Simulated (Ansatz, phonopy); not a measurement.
# AgC (hypothetical, Fm-3m): a volume series of phonon spectra, part 3 of 3

Aim: how the vibrations of AgC (hypothetical) shift with volume, and the expansion that follows. The crystal structure is hypothetical: it was made by swapping elements on a known structure type.

Ansatz 0.2.0; DFT PBEsol, scalar-relativistic, plane waves, PAW.

So far, highest frequency (cm⁻¹): step 6 (lattice dynamics at this volume, V/V0 1) 305.

### 9. A cell at another volume, V/V0 0.985

Symmetry fixes every atom, so a single point at the scaled cell gives the energy and pressure of this member.

The cell differs from the one that the last finished run ended in (a 3.246 → 3.213 Å, b 3.246 → 3.213 Å, c 3.246 → 3.213 Å).

Input file input.yaml:

```yaml
crystal:
  lattice:
    - [0.0, 2.2721966654, 2.2721966654]
    - [2.2721966654, 0.0, 2.2721966654]
    - [2.2721966654, 2.2721966654, 0.0]
  atoms:
    - { symbol: Ag, position: [0.0, 0.0, 0.0] }
    - { symbol: C, position: [0.5, 0.5, 0.5] }
kpoints:
  mp_grid: { grid: [16, 16, 16] }
hamiltonian:
  xc: pbesol
scf:
  occupations: { method: methfessel_paxton, width: 0.15 }
output:
  forces: true
  stress: true
  eigenvalues: true
```

Started as:

```
> ansatz run input.yaml --threads 4 --pin off --max-ram 8192MiB --backend cpu --events-out ev --progress --plain --runs-dir out
```

Numbers of over 12 decimals in the logs are rounded to 6 here.

Log:

```text
[...]
Crystal: 2 atoms, lattice volume = 23.462 Å³
Basis set: ecut = 420 eV, 459 PW (Γ), exchange–correlation on 48×48×48 points (8 copies of the dense FFT grid, shifted against one another)
Bands: 16, of which v1, the nominal top of the filled ones, is band 12 counted from 1 (11 counted from 0)
Symmetry: 48 space group operations
[...]
k-points: 145 of 4096
[...]
--- Band table (eV; the first three rows and the last of 145) ---
  k-point 0: bands = [... 8 lower, 10.6753, 10.6753, 16.1707, 16.1707, 16.1707, 22.1146, 28.9764, 32.6582]
  k-point 1: bands = [... 8 lower, 10.6164, 10.6164, 15.9745, 16.2944, 16.2944, 22.3187, 28.7911, 32.4711]
  k-point 2: bands = [... 8 lower, 10.5890, 10.5890, 15.4842, 16.6335, 16.6335, 22.8187, 28.2189, 31.9175]
  k-point 144: bands = [... 8 lower, 11.6775, 13.5813, 13.6421, 13.6421, 15.1719, 24.6484, 26.9335, 26.9335]
[key lines of the parts left out:]
SCF converged after 5 iterations
Free energy (F): -7764.615825 eV
Fermi energy:    15.684288 eV
P = ⅓ Tr σ = 2.5002 GPa (25.002 kbar)
```

The job ended after 0.81 s (4 threads of Arm Neoverse V2, shared host; peak memory 0.32 GiB; 2.5 s of CPU time).

The run ends at a pressure of 2.50 GPa.

### 10. Lattice dynamics at this volume, V/V0 0.985

The same q-mesh and k-mesh are kept at every volume, so that much of their error can cancel in the differences.

input.yaml, the sections that differ from step 9:

```yaml
output:
  eigenvalues: true
phonons:
  method: dfpt
  qmesh: [4, 4, 4]
  temperatures: { t_max: 1000, t_step: 50 }
  qpath:
    path:
      - [[0.0, 0.0, 0.0], [0.5, 0.0, 0.5], [0.625, 0.25, 0.625]]
      - [[0.375, 0.375, 0.75], [0.0, 0.0, 0.0], [0.5, 0.5, 0.5], [0.5, 0.25, 0.75], [0.5, 0.0, 0.5]]
    npoints: 10
# crystal, kpoints, hamiltonian, scf: as in step 9
```

Log:

```text
[...]
Crystal: 2 atoms, lattice volume = 23.462 Å³
Basis set: ecut = 420 eV, 459 PW (Γ), exchange–correlation on 48×48×48 points (8 copies of the dense FFT grid, shifted against one another)
Bands: 16, of which v1, the nominal top of the filled ones, is band 12 counted from 1 (11 counted from 0)
Symmetry: 48 space group operations
k-points: 145 of 4096
[...]
k-point 144: bands = [... 8 lower, 11.6776, 13.5814, 13.6421, 13.6421, 15.1720, 24.6484, 26.9335, 26.9335]
[...]
ASR residual: 7.238e-6 → 0.000e0 eV/Å²; symmetrization residual: 5.182e-7 eV/Å²
  ASR residual per site (eV/Å²): 5.15e-6 7.24e-6
  Γ frequencies (cm⁻¹): 0.00 0.00 0.00 236.46 236.46 236.46
--- Phonons (arbitrary-q DFPT): 8 irreducible q on the 4×4×4 mesh ---
[...]
interpolated dispersion: 62 rows × 6 modes
[...]
[key lines of the parts left out:]
SCF converged after 7 iterations
Free energy (F): -7764.615825 eV
Fermi energy:    15.684306 eV
```

It took 4.8 min on 4 threads; peak memory 3.4 GiB.

No LO-TO term. The phonon branches at the labelled points (cm⁻¹):

```tsv
point	branch 1	branch 2	branch 3	branch 4	branch 5	branch 6
Γ	0	0	0	236	236	236
halfway	46	46	140	253	253	298
X	-74	49	49	258	270	270
halfway	-113	31	61	250	252	280
U	-143	42	90	237	246	300
jump to K	-143	42	90	237	246	300
halfway	63	110	144	241	256	288
Γ	0	0	0	236	236	236
halfway	49	49	124	195	195	278
L	132	132	156	269	269	319
halfway	-94	-26	131	236	264	291
W	-23	-23	128	284	284	313
halfway	-113	53	75	254	268	280
X	-74	49	49	258	270	270
```

The phonon branches as a text plot (rows in cm⁻¹):

```
    310 |                  ****               ******     ***
    290 |    ****       ***    **            *      **********
    271 |   *    *  ****    **** ***       **   ********** ******
    252 |  *   *************    *   *    **    *   **  **    ****
    233 |** ***          **     **   ****     *      **
    213 |  *                     ****    **  *
    194 |                                  **
    175 |
    156 |                      *              *****
    136 |    ***            *** **           *  ***********
    117 |       *          ******           *  *   *       *
     98 |   *             *       **       *  *     *       **
     79 |  *            ** *     *  *     *  *
     59 |             **       ***       *          **      ***
     40 | * **** *  ****  *       ** *      *              *   **
     21 |  *    *       **          *   *  *
      2 |**                          *****
    -18 |         **         **           *           *   *
    -37 |        *                                       *
    -56 |                                            * **  *
    -76 |         *****                                         *
    -95 |                   *                         ***   *  *
   -114 |              *                                     **
   -133 |               ****
         Γ           X  U|K            Γ         L        W     X
```

The lowest solved frequency is -140 cm⁻¹, so the cell is unstable here and gives no valid free energy. The highest zone-centre mode (no LO–TO term) moved by +8.8 % for a volume change of -1.5 %.

### 11. Single point at a scaled cell, V/V0 1.03

Symmetry fixes every atom, so a single point at the scaled cell gives the energy and pressure of this member.

The cell differs from the one that the last finished run ended in (a 3.213 → 3.262 Å, b 3.213 → 3.262 Å, c 3.213 → 3.262 Å).

input.yaml, the sections that differ from step 10:

```yaml
crystal:
  lattice:
    - [0.0, 2.3062846911, 2.3062846911]
    - [2.3062846911, 0.0, 2.3062846911]
    - [2.3062846911, 2.3062846911, 0.0]
  atoms:
    - { symbol: Ag, position: [0.0, 0.0, 0.0] }
    - { symbol: C, position: [0.5, 0.5, 0.5] }
output:
  forces: true
  stress: true
  eigenvalues: true
# kpoints, hamiltonian, scf: as in step 10
# phonons: removed
```

Log:

```text
[...]
Crystal: 2 atoms, lattice volume = 24.534 Å³
Basis set: ecut = 420 eV, 531 PW (Γ), exchange–correlation on 48×48×48 points (8 copies of the dense FFT grid, shifted against one another)
Bands: 16, of which v1, the nominal top of the filled ones, is band 12 counted from 1 (11 counted from 0)
Symmetry: 48 space group operations
[...]
k-points: 145 of 4096
[...]
--- Band table (eV; the first three rows and the last of 145) ---
  k-point 0: bands = [... 8 lower, 9.9064, 9.9064, 15.2433, 15.2433, 15.2433, 20.6893, 28.0112, 31.3344]
  k-point 1: bands = [... 8 lower, 9.8525, 9.8525, 15.0430, 15.3576, 15.3576, 20.8982, 27.7955, 31.1613]
  k-point 2: bands = [... 8 lower, 9.8314, 9.8314, 14.5430, 15.6704, 15.6704, 21.4083, 27.1585, 30.5914]
  k-point 144: bands = [... 8 lower, 10.8330, 12.5363, 12.7749, 12.7749, 14.2179, 23.2863, 25.7355, 25.7355]
[key lines of the parts left out:]
SCF converged after 5 iterations
Free energy (F): -7764.608490 eV
Fermi energy:    14.705042 eV
P = ⅓ Tr σ = -4.3849 GPa (-43.849 kbar)
```

Elapsed: 0.77 s, on 4 threads; peak memory 0.33 GiB; 2.4 s of CPU time.

The run ends at a pressure of -4.38 GPa.

### 12. Phonons, V/V0 1.03

Phonons at this volume give one point of F(V, T); meshes stay fixed along the series.

input.yaml, the sections that differ from step 11:

```yaml
output:
  eigenvalues: true
phonons:
  method: dfpt
  qmesh: [4, 4, 4]
  temperatures: { t_max: 1000, t_step: 50 }
  qpath:
    path:
      - [[0.0, 0.0, 0.0], [0.5, 0.0, 0.5], [0.625, 0.25, 0.625]]
      - [[0.375, 0.375, 0.75], [0.0, 0.0, 0.0], [0.5, 0.5, 0.5], [0.5, 0.25, 0.75], [0.5, 0.0, 0.5]]
    npoints: 10
# crystal, kpoints, hamiltonian, scf: as in step 11
```

Log:

```text
[...]
Crystal: 2 atoms, lattice volume = 24.534 Å³
Basis set: ecut = 420 eV, 531 PW (Γ), exchange–correlation on 48×48×48 points (8 copies of the dense FFT grid, shifted against one another)
Bands: 16, of which v1, the nominal top of the filled ones, is band 12 counted from 1 (11 counted from 0)
Symmetry: 48 space group operations
k-points: 145 of 4096
[...]
k-point 144: bands = [... 8 lower, 10.8330, 12.5363, 12.7749, 12.7749, 14.2179, 23.2863, 25.7355, 25.7355]
[...]
ASR residual: 7.088e-6 → 0.000e0 eV/Å²; symmetrization residual: 8.432e-8 eV/Å²
  ASR residual per site (eV/Å²): 7.09e-6 3.14e-6
  Γ frequencies (cm⁻¹): 0.00 0.00 0.00 178.04 178.04 178.04
--- Phonons (arbitrary-q DFPT): 8 irreducible q on the 4×4×4 mesh ---
[...]
interpolated dispersion: 62 rows × 6 modes
[...]
[key lines of the parts left out:]
SCF converged after 7 iterations
Free energy (F): -7764.608490 eV
Fermi energy:    14.705063 eV
```

Run time: 5 min. Hardware: 4 threads; peak memory 3.5 GiB.

No LO-TO term. Phonon branches along the path, in cm⁻¹:

```tsv
point	branch 1	branch 2	branch 3	branch 4	branch 5	branch 6
Γ	0	0	0	178	178	178
halfway	46	46	123	197	197	252
X	-82	50	50	209	215	215
halfway	-116	24	60	199	203	230
U	-140	-16	82	189	200	256
jump to K	-140	-16	82	189	200	256
halfway	60	96	130	186	208	241
Γ	0	0	0	178	178	178
halfway	-29	-29	113	143	143	232
L	117	117	139	224	224	276
halfway	-100	-43	117	191	222	248
W	-21	-21	113	234	234	270
halfway	-113	52	66	207	216	232
X	-82	50	50	209	215	215
```

The phonon branches as a text plot (rows in cm⁻¹):

```
    268 |                  ****                *****     ***
    250 |    ***         **    *             **     *****   **
    233 |   *   *      **    *****          *            **** *
    216 |        ******     ***** **       *    *********   *****
    198 |  *   *****   *****        *    **    *    ****      **
    181 |**  **          **     **   ****     *
    164 | ***                    *****   *
    146 |                         ***     ****  **
    129 |      *             ****            ***  **
    112 |    **             **** *          *  *************
     94 |   *   *          **   * **       *  *    *        *
     77 |                ***              *         *        *
     60 |  *          ***      ***  *    *   *              ***
     42 |   ****    ***          *                   *     *   **
     25 | **    *      *          ****  *           *
      8 |**                          ***
    -10 |         **      *  **      *  **
    -27 |        *      **          *     * *            **
    -45 |                                  *          *  * *
    -62 |                                              **
    -79 |            *      *                        *  *       *
    -97 |         *** *                               **    *  *
   -114 |              *                                     **
   -131 |               ****
         Γ           X  U|K            Γ         L        W     X
```

The lowest solved frequency is -142 cm⁻¹, so the cell is unstable here and gives no valid free energy. The highest zone-centre mode (no LO–TO term) moved by -18.1 % for a volume change of +3.0 %.

### 13. Single point at a scaled cell, V/V0 0.97

Symmetry fixes every atom, so a single point at the scaled cell gives the energy and pressure of this member.

The cell differs from the one that the last finished run ended in (a 3.262 → 3.197 Å, b 3.262 → 3.197 Å, c 3.262 → 3.197 Å).

input.yaml, the sections that differ from step 12:

```yaml
crystal:
  lattice:
    - [0.0, 2.2606036235, 2.2606036235]
    - [2.2606036235, 0.0, 2.2606036235]
    - [2.2606036235, 2.2606036235, 0.0]
  atoms:
    - { symbol: Ag, position: [0.0, 0.0, 0.0] }
    - { symbol: C, position: [0.5, 0.5, 0.5] }
output:
  forces: true
  stress: true
  eigenvalues: true
# kpoints, hamiltonian, scf: as in step 12
# phonons: removed
```

Log:

```text
[...]
Crystal: 2 atoms, lattice volume = 23.105 Å³
Basis set: ecut = 420 eV, 459 PW (Γ), exchange–correlation on 48×48×48 points (8 copies of the dense FFT grid, shifted against one another)
Bands: 16, of which v1, the nominal top of the filled ones, is band 12 counted from 1 (11 counted from 0)
Symmetry: 48 space group operations
[...]
k-points: 145 of 4096
[...]
--- Band table (eV; the first three rows and the last of 145) ---
  k-point 0: bands = [... 8 lower, 10.9467, 10.9467, 16.4973, 16.4973, 16.4973, 22.6190, 29.3142, 33.1260]
  k-point 1: bands = [... 8 lower, 10.8860, 10.8860, 16.3043, 16.6248, 16.6248, 22.8215, 29.1396, 32.9339]
  k-point 2: bands = [... 8 lower, 10.8563, 10.8563, 15.8164, 16.9734, 16.9734, 23.3178, 28.5900, 32.3847]
  k-point 144: bands = [... 8 lower, 11.9762, 13.9499, 13.9499, 13.9524, 15.5101, 25.1310, 27.3556, 27.3556]
[key lines of the parts left out:]
SCF converged after 5 iterations
Free energy (F): -7764.607258 eV
Fermi energy:    16.030849 eV
P = ⅓ Tr σ = 5.2293 GPa (52.293 kbar)
```

Run time: 0.73 s. Hardware: 4 threads; peak memory 0.33 GiB; 2.2 s of CPU time.

The run ends at a pressure of 5.23 GPa.

### 14. Phonons, V/V0 0.97

Phonons at this volume give one point of F(V, T); meshes stay fixed along the series.

input.yaml, the sections that differ from step 13:

```yaml
output:
  eigenvalues: true
phonons:
  method: dfpt
  qmesh: [4, 4, 4]
  temperatures: { t_max: 1000, t_step: 50 }
  qpath:
    path:
      - [[0.0, 0.0, 0.0], [0.5, 0.0, 0.5], [0.625, 0.25, 0.625]]
      - [[0.375, 0.375, 0.75], [0.0, 0.0, 0.0], [0.5, 0.5, 0.5], [0.5, 0.25, 0.75], [0.5, 0.0, 0.5]]
    npoints: 10
# crystal, kpoints, hamiltonian, scf: as in step 13
```

Log:

```text
[...]
Crystal: 2 atoms, lattice volume = 23.105 Å³
Basis set: ecut = 420 eV, 459 PW (Γ), exchange–correlation on 48×48×48 points (8 copies of the dense FFT grid, shifted against one another)
Bands: 16, of which v1, the nominal top of the filled ones, is band 12 counted from 1 (11 counted from 0)
Symmetry: 48 space group operations
k-points: 145 of 4096
[...]
k-point 144: bands = [... 8 lower, 11.9762, 13.9499, 13.9499, 13.9525, 15.5101, 25.1311, 27.3556, 27.3556]
[...]
ASR residual: 1.250e-4 → 0.000e0 eV/Å²; symmetrization residual: 5.659e-7 eV/Å²
  ASR residual per site (eV/Å²): 7.96e-5 1.25e-4
  Γ frequencies (cm⁻¹): 0.00 0.00 0.00 255.48 255.48 255.48
--- Phonons (arbitrary-q DFPT): 8 irreducible q on the 4×4×4 mesh ---
[...]
interpolated dispersion: 62 rows × 6 modes
[...]
[key lines of the parts left out:]
SCF converged after 6 iterations
Free energy (F): -7764.607258 eV
Fermi energy:    16.030868 eV
```

Run time: 5.3 min. Hardware: 4 threads; peak memory 3.4 GiB.

The lowest solved frequency is -139 cm⁻¹, so the cell is unstable here and gives no valid free energy. The highest zone-centre mode (no LO–TO term) moved by +17.6 % for a volume change of -3.0 %.

### 15. A cell at another volume, V/V0 1.05

Symmetry fixes every atom, so a single point at the scaled cell gives the energy and pressure of this member.

The cell differs from the one that the last finished run ended in (a 3.197 → 3.283 Å, b 3.197 → 3.283 Å, c 3.197 → 3.283 Å).

input.yaml, the sections that differ from step 14:

```yaml
crystal:
  lattice:
    - [0.0, 2.3211165116, 2.3211165116]
    - [2.3211165116, 0.0, 2.3211165116]
    - [2.3211165116, 2.3211165116, 0.0]
  atoms:
    - { symbol: Ag, position: [0.0, 0.0, 0.0] }
    - { symbol: C, position: [0.5, 0.5, 0.5] }
output:
  forces: true
  stress: true
  eigenvalues: true
# kpoints, hamiltonian, scf: as in step 14
# phonons: removed
```

Log:

```text
[...]
Crystal: 2 atoms, lattice volume = 25.010 Å³
Basis set: ecut = 420 eV, 531 PW (Γ), exchange–correlation on 48×48×48 points (8 copies of the dense FFT grid, shifted against one another)
Bands: 16, of which v1, the nominal top of the filled ones, is band 12 counted from 1 (11 counted from 0)
Symmetry: 48 space group operations
[...]
k-points: 145 of 4096
[...]
--- Band table (eV; the first three rows and the last of 145) ---
  k-point 0: bands = [... 8 lower, 9.5851, 9.5851, 14.8565, 14.8565, 14.8565, 20.0952, 27.6051, 30.7813]
  k-point 1: bands = [... 8 lower, 9.5332, 9.5332, 14.6535, 14.9662, 14.9662, 20.3062, 27.3754, 30.6137]
  k-point 2: bands = [... 8 lower, 9.5146, 9.5146, 14.1499, 15.2680, 15.2680, 20.8205, 26.7109, 30.0357]
  k-point 144: bands = [... 8 lower, 10.4806, 12.1022, 12.4143, 12.4143, 13.8208, 22.7187, 25.2332, 25.2332]
[key lines of the parts left out:]
SCF converged after 5 iterations
Free energy (F): -7764.591645 eV
Fermi energy:    14.296660 eV
P = ⅓ Tr σ = -6.9010 GPa (-69.010 kbar)
```

Elapsed: 0.79 s, on 4 threads; peak memory 0.33 GiB.

The run ends at a pressure of -6.90 GPa.

### 16. Phonons, V/V0 1.05

The same q-mesh and k-mesh are kept at every volume, so that much of their error can cancel in the differences.

input.yaml, the sections that differ from step 15:

```yaml
output:
  eigenvalues: true
phonons:
  method: dfpt
  qmesh: [4, 4, 4]
  temperatures: { t_max: 1000, t_step: 50 }
  qpath:
    path:
      - [[0.0, 0.0, 0.0], [0.5, 0.0, 0.5], [0.625, 0.25, 0.625]]
      - [[0.375, 0.375, 0.75], [0.0, 0.0, 0.0], [0.5, 0.5, 0.5], [0.5, 0.25, 0.75], [0.5, 0.0, 0.5]]
    npoints: 10
# crystal, kpoints, hamiltonian, scf: as in step 15
```

Log:

```text
[...]
Crystal: 2 atoms, lattice volume = 25.010 Å³
Basis set: ecut = 420 eV, 531 PW (Γ), exchange–correlation on 48×48×48 points (8 copies of the dense FFT grid, shifted against one another)
Bands: 16, of which v1, the nominal top of the filled ones, is band 12 counted from 1 (11 counted from 0)
Symmetry: 48 space group operations
k-points: 145 of 4096
[...]
k-point 144: bands = [... 8 lower, 10.4807, 12.1023, 12.4143, 12.4143, 13.8208, 22.7188, 25.2332, 25.2332]
[...]
ASR residual: 8.322e-6 → 0.000e0 eV/Å²; symmetrization residual: 1.134e-7 eV/Å²
  ASR residual per site (eV/Å²): 8.32e-6 4.63e-7
  Γ frequencies (cm⁻¹): 0.00 0.00 0.00 150.19 150.19 150.19
--- Phonons (arbitrary-q DFPT): 8 irreducible q on the 4×4×4 mesh ---
[...]
interpolated dispersion: 62 rows × 6 modes
[...]
[key lines of the parts left out:]
SCF converged after 7 iterations
Free energy (F): -7764.591645 eV
Fermi energy:    14.296682 eV
```

Wall time 5.2 min (4 threads); peak memory 3.6 GiB; 20 min of CPU time.

The lowest solved frequency is -144 cm⁻¹, so the cell is unstable here and gives no valid free energy. The highest zone-centre mode (no LO–TO term) moved by -30.9 % for a volume change of +5.0 %.

### 17. How the modes move with volume

This step: DFT PBEsol, scalar-relativistic, plane waves, PAW (phonopy 4.10.0).

Volume series, by row:

```tsv
V/V0	V (Å³/atom)	pressure (GPa)	E - E0 (meV/atom)	gap (eV)	zero-point energy (meV/atom)	lowest on the path (cm⁻¹)	highest at Gamma without the LO-TO term (cm⁻¹)
0.97	11.55	5.229	5.692	0	-	-144.5	255.5
0.985	11.73	2.5	1.392	0	-	-142.9	236.5
1	11.91	-0.001	0	0	-	-141.5	217.3
1.015	12.09	-2.291	1.265	0	-	-140.5	197.9
1.03	12.27	-4.385	4.984	0	-	-139.9	178
1.05	12.51	-6.901	13.37	0	-	-140.5	150.2
```

Table of optical frequency at Gamma without the LO-TO term, mode 4 by V/V0:

```tsv
V/V0	optical frequency at Gamma without the LO-TO term, mode 4 (cm⁻¹)
0.9700	255
0.9850	236
1.0000	217
1.0150	198
1.0300	178
1.0500	150
```

### 18. Outcome

* lowest frequency over the volumes: -144 cm⁻¹

In words: Imaginary modes appear at V/V0 = 0.97, 0.985, 1, 1.015, 1.03 and 1.05, so too few stable volumes remain for a free-energy fit. Mode Grüneisen parameters diverge near a vanishing branch and are not given. The softest solved mode at V/V0 = 1.05 is 144i cm⁻¹ at q = (0, 0.25, -0.5), and 4 of 8 solved wavevectors carry a mode beyond 8i cm⁻¹. In a metal soft modes also hang on the k-mesh and the smearing, which were not converged here. The program warned that a few bands missed the eigensolver's threshold in at least one of the runs. The PAW files were made for PBE and are used here under another functional, for which the program regenerates the frozen cores.

[Logs are printed without paths, hosts, clocks, repeated set-up lines and the standing remarks that a program may print on its own settings, such as how far it seeks lower states.]

[Hosts, paths, dates, database ids (printed as entryN), source tags and the programs' standing remarks are cut or masked in the printed files.]

[A step with changed settings may run another functional than the one named; its input shows which.]

[Of the runs on displaced cells, only some may be shown.]
